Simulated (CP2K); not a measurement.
Consider oxygen difluoride at its PBE geometry (Å).

```xyz
3

F    -1.1166   -0.2968    0.0000
O     0.0000    0.5937    0.0000
F     1.1166   -0.2968    0.0000
```

Method: CP2K XAS_TDP, all-electron GAPW, PBEh(45%), aug-cc-pVTZ, TDA, no relativity.

Where do the O K-edge lines lie, and how strong are they?

Leading lines: O2 528.73 eV. The leading line of an atom is its first one with 35 % of the strongest within 2.5 eV of its lowest line over the strength cut. 

The first six lines of each atom with a strength over 0.0015:

```
              atom  energy (eV)  states  strength, one atom
O2 (bonded to 2 F)       528.73       1              0.0905
                         528.74       1              0.0704
                         538.53       1              0.0030
                         539.55       1              0.0020
                         539.59       1              0.0023
                         539.64       1              0.0070
```

Lines are vertical, at one geometry, with no vibrational structure. Without a correction of the core level, line positions, and the gaps between valence and Rydberg lines, follow the share of exact exchange. At this level such K lines come out 3 to 6 eV under measured ones. These values hold no scalar relativity, about 0.4 eV for O 1s. Rydberg lines, and the discretised continuum above threshold, depend on the basis and the box.

[Banner, clock and machine lines of the logs are left out without a mark of their own.]

[Logs are printed without paths, hosts, clocks, repeated set-up lines and the standing remarks that a program may print on its own settings, such as how far it seeks lower states.]

[Hosts, paths, dates, database ids (printed as entryN), source tags and the programs' standing remarks are cut or masked in the printed files.]
